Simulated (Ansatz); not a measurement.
# BN (F-43m): phonons and vibrational spectra, part 3 of 3

Aim: the vibrations of BN (F-43m), their spectra, and whether the structure is stable.

Ansatz 0.2.0; DFT PBE+D3(BJ), scalar-relativistic, plane waves, PAW.

So far. Step 3 (Tight relaxation): The forces vanish by symmetry and the pressure is -0.008 GPa, within the tolerances set. The cell now holds 5.86 Å³/atom. The relaxed cell has a = 3.607 Å (conventional setting).

### Step 4. The dispersion (continued)

Phonopy on the run's constants, 21x21x21 mesh, Gaussian sigma 9.6 cm-1. Interpolated from a 4×4×4 q mesh. Table of partial phonon density of states by wavenumber; read off at these points; values in 1/cm⁻¹/cell:

| wavenumber (cm⁻¹) | B | N |
| --- | --- | --- |
| 0.0 | 8.1e-6 | 1.0e-5 |
| 50.0 | 1.3e-6 | 1.3e-6 |
| 100.0 | 3.1e-5 | 4.1e-5 |
| 150.0 | 1.4e-4 | 1.8e-4 |
| 200.0 | 1.7e-4 | 2.1e-4 |
| 250.0 | 2.1e-4 | 2.7e-4 |
| 300.0 | 3.8e-4 | 5.0e-4 |
| 350.0 | 6.4e-4 | 8.2e-4 |
| 400.0 | 8.2e-4 | 0.00104 |
| 450.0 | 0.00119 | 0.00151 |
| 500.0 | 0.00226 | 0.00289 |
| 550.0 | 0.00238 | 0.00299 |
| 600.0 | 0.00258 | 0.00316 |
| 650.0 | 0.00290 | 0.00346 |
| 688.0 | 0.00313 | 0.00362 |
| 700.0 | 0.00291 | 0.00334 |
| 750.0 | 0.00208 | 0.00251 |
| 800.0 | 0.00190 | 0.00263 |
| 850.0 | 0.00154 | 0.00237 |
| 900.0 | 0.00309 | 0.00573 |
| 950.0 | 0.00814 | 0.00775 |
| 1000.0 | 0.0150 | 0.0123 |
| 1050.0 | 0.00167 | 0.00129 |
| 1091.6 | 0.00392 | 0.00214 |
| 1100.0 | 0.00389 | 0.002 |
| 1150.0 | 0.00327 | 0.00153 |
| 1200.0 | 0.00239 | 0.00144 |
| 1250.0 | 0.00187 | 0.00130 |
| 1300.0 | 2.1e-5 | 1.9e-5 |

Second derivatives of the energy by pair, one row for each kind of neighbour of each atom listed. Each entry sums the pair over the periodic images of the supercell that the q mesh stands for, and in a polar crystal it holds the long-range dipole part too. Force constants by pair, by row:

```csv
atom,neighbour,distance (Å),third of the trace (eV/Å²),along the pair's line (eV/Å²)
B1,itself,0,32.71,–
B1,N,1.562,-6.767,-9.722
B1,B,2.55,-0.3655,-3.346
B1,N,2.99,-0.0364,0.5887
B1,B,3.607,-0.0663,-0.4871
B1,N,3.93,0.0919,0.6497
B1,B,4.417,-0.1083,-0.3747
B1,N,4.685,0.0487,0.188
B1,N,4.685,0.0145,0.1617
N2,itself,0,37.59,–
N2,B,1.562,-6.767,-9.722
N2,N,2.55,-0.8527,-3.88
N2,B,2.99,-0.0364,0.5887
N2,N,3.607,0.0102,-0.2165
N2,B,3.93,0.0919,0.6497
N2,N,4.417,-0.0406,-0.2261
N2,B,4.685,0.0487,0.188
N2,B,4.685,0.0145,0.1617
```

Harmonic thermodynamic functions per atom, from the density of states. Interpolated from a 4×4×4 q mesh. Thermodynamic functions, by row:

```csv
T (K),F_vib (meV/atom),S (J/mol-atom/K),C_V (J/mol-atom/K)
0,158.2,0,0
50,158.2,0.013,0.04
100,158.1,0.121,0.41
200,157.6,1.15,3.393
300,155.3,3.401,8.086
400,150.3,6.33,12.31
500,142.1,9.436,15.46
600,130.8,12.46,17.7
700,116.4,15.32,19.28
800,99.09,17.97,20.43
900,79.17,20.43,21.27
1000,56.8,22.7,21.9
```

Harmonic mean-square displacement, third of the trace. Interpolated from a 4×4×4 q mesh. Mean square displacements, by row:

```csv
T (K),B1 U_eq (Å²),N2 U_eq (Å²)
0,0.00199,0.00164
100,0.00201,0.00166
300,0.00228,0.00193
600,0.00318,0.00276
```

Symmetry leaves 8 wavevectors to solve. The lowest mode among them, the acoustic zeros apart, lies at q = (0, 0, 0.25) and is real, 352 cm⁻¹.

### Step 5. Another isotope, element B, natural mass 10.81 amu

An isotope changes the mass and not the force constants, so no new electronic calculation is needed; the shifts show which modes move this element.

The same force constants with the mass of B changed from 10.810 to 10.013 u (phonopy, no LO-TO term). Both lists are sorted by frequency; levels can cross, so a row need not hold one and the same mode. Modes under 3 cm⁻¹ are left out. Isotope shifts, by row:

```csv
q,rank,natural mass (cm⁻¹),changed mass (cm⁻¹)
0 0 0,4,1046,1069
0 0 0,5,1046,1069
0 0 0,6,1046,1069
0 0 0.25,1,351.5,357.3
0 0 0.25,2,351.5,357.3
0 0 0.25,3,630.3,639.9
0 0 0.25,4,1014,1037
0 0 0.25,5,1014,1037
0 0 0.25,6,1243,1272
0 0 -0.5,1,484.3,492
0 0 -0.5,2,484.3,492
0 0 -0.5,3,974.4,980.1
0 0 -0.5,4,986.9,1009
0 0 -0.5,5,986.9,1009
0 0 -0.5,6,1134,1171
0 0.25 0.25,1,471.9,480.1
0 0.25 0.25,2,471.9,480.1
0 0.25 0.25,3,650.1,659.5
0 0.25 0.25,4,995.1,1016
0 0.25 0.25,5,995.1,1016
0 0.25 0.25,6,1255,1285
```

A mode of this element alone would shift by +3.90 %. The highest zone-centre frequency without the field goes from 1045.9 to 1069.2 cm⁻¹ (+2.2 %). The product of the frequency ratios over all optical modes at Γ is 1.068; the product rule, (m/m′)^(3k/2) (M′/M)^(3/2) with k = 1 such atoms and M the mass of the cell, gives 1.068.

### Step 6. Isotope substitution, element N, natural mass 14.007 amu

The same for N, from 14.01 to 15.00 u.

A mode of this element alone would shift by -3.37 %. The highest zone-centre frequency without the field goes from 1045.9 to 1030.7 cm⁻¹ (-1.5 %). The product of the frequency ratios over all optical modes at Γ is 0.957; the product rule, (m/m′)^(3k/2) (M′/M)^(3/2) with k = 1 such atoms and M the mass of the cell, gives 0.957.

### Step 7. Outcome

* space group after relaxation (within 0.01 Å): F-43m
* volume per atom: 5.86 Å³
* gap on the k-mesh: 4.48 eV
* highest optical mode at the zone centre (no LO-TO term): 1046 cm⁻¹
* top of the zone-centre spectrum with the field: 1280 cm⁻¹
* lowest optical zone-centre mode: 1046 cm⁻¹
* mean high-frequency dielectric constant: 4.60
* mean static dielectric constant: 6.89
* largest Born charge (third of the trace): 1.91 e
* lowest mode on the q mesh (acoustic modes at Γ apart): 352 cm⁻¹
* highest frequency on the path or at a solved wavevector: 1280 cm⁻¹
* zero-point energy per atom: 158 meV
* heat capacity at 300 K: 8.09 J/(mol atoms K)
* vibrational entropy at 300 K: 3.40 J/(mol atoms K)
* Debye temperature (second moment): 1638 K
* imaginary modes on the 4×4×4 q mesh: none

In words: The structure is a minimum as far as tested: no mode is imaginary at the 8 irreducible wavevectors of the 4×4×4 mesh, and the softest away from the acoustic zeros lies at 352 cm⁻¹. Without the field, the optical modes at Γ form one degenerate level at 1046 cm⁻¹. With the macroscopic field of the longitudinal modes the top of the zone-centre spectrum lies at 1280 cm⁻¹, against 1046 cm⁻¹ without it. Lattice motion raises the mean dielectric constant from 4.599 to 6.885. The strongest infrared line is at 1046 cm⁻¹. Averaged over orientations, the strongest Raman line at 532 nm and 300 K is at 1046 cm⁻¹, among the modes without the field; their longitudinal partners can be Raman active too. The program warns that the interpolation holds no quadrupole term, so branches close to Γ can be off in this crystal. In the phonons the program treats the change of the C6 weights of the dispersion term with coordination only in part. These are harmonic frequencies at zero temperature: anharmonic shifts, linewidths and thermal expansion are left out.

Computed beside measured:

| quantity | measured | PBE+D3(BJ), PAW |
| --- | --- | --- |
| lattice constant a (Å) | 3.6152 | 3.607 (-0.2 %) |
| Raman mode, TO phonon at Gamma (cm⁻¹) | 1056 | 1046 (-1.0 %) |

Measured values from arxiv:cond-mat/0702656 (2007) and arxiv:1812.11146 (2018).

**Verdict.** The lattice constant a is off by -0.2 %: good agreement. The Raman mode is off by -1.0 %: good agreement. The grades are ours: good and fair within 0.7 and 1.5 % for the lattice constant a and 3 and 7 % for the Raman mode. For lattice constants and Raman mode the calculation has a static lattice, without zero-point motion or thermal expansion (measured at up to 295 K).

[Logs are printed without paths, hosts, clocks, repeated set-up lines and the standing remarks that a program may print on its own settings, such as how far it seeks lower states.]

[Hosts, paths, dates, database ids (printed as entryN), source tags and the programs' standing remarks are cut or masked in the printed files.]
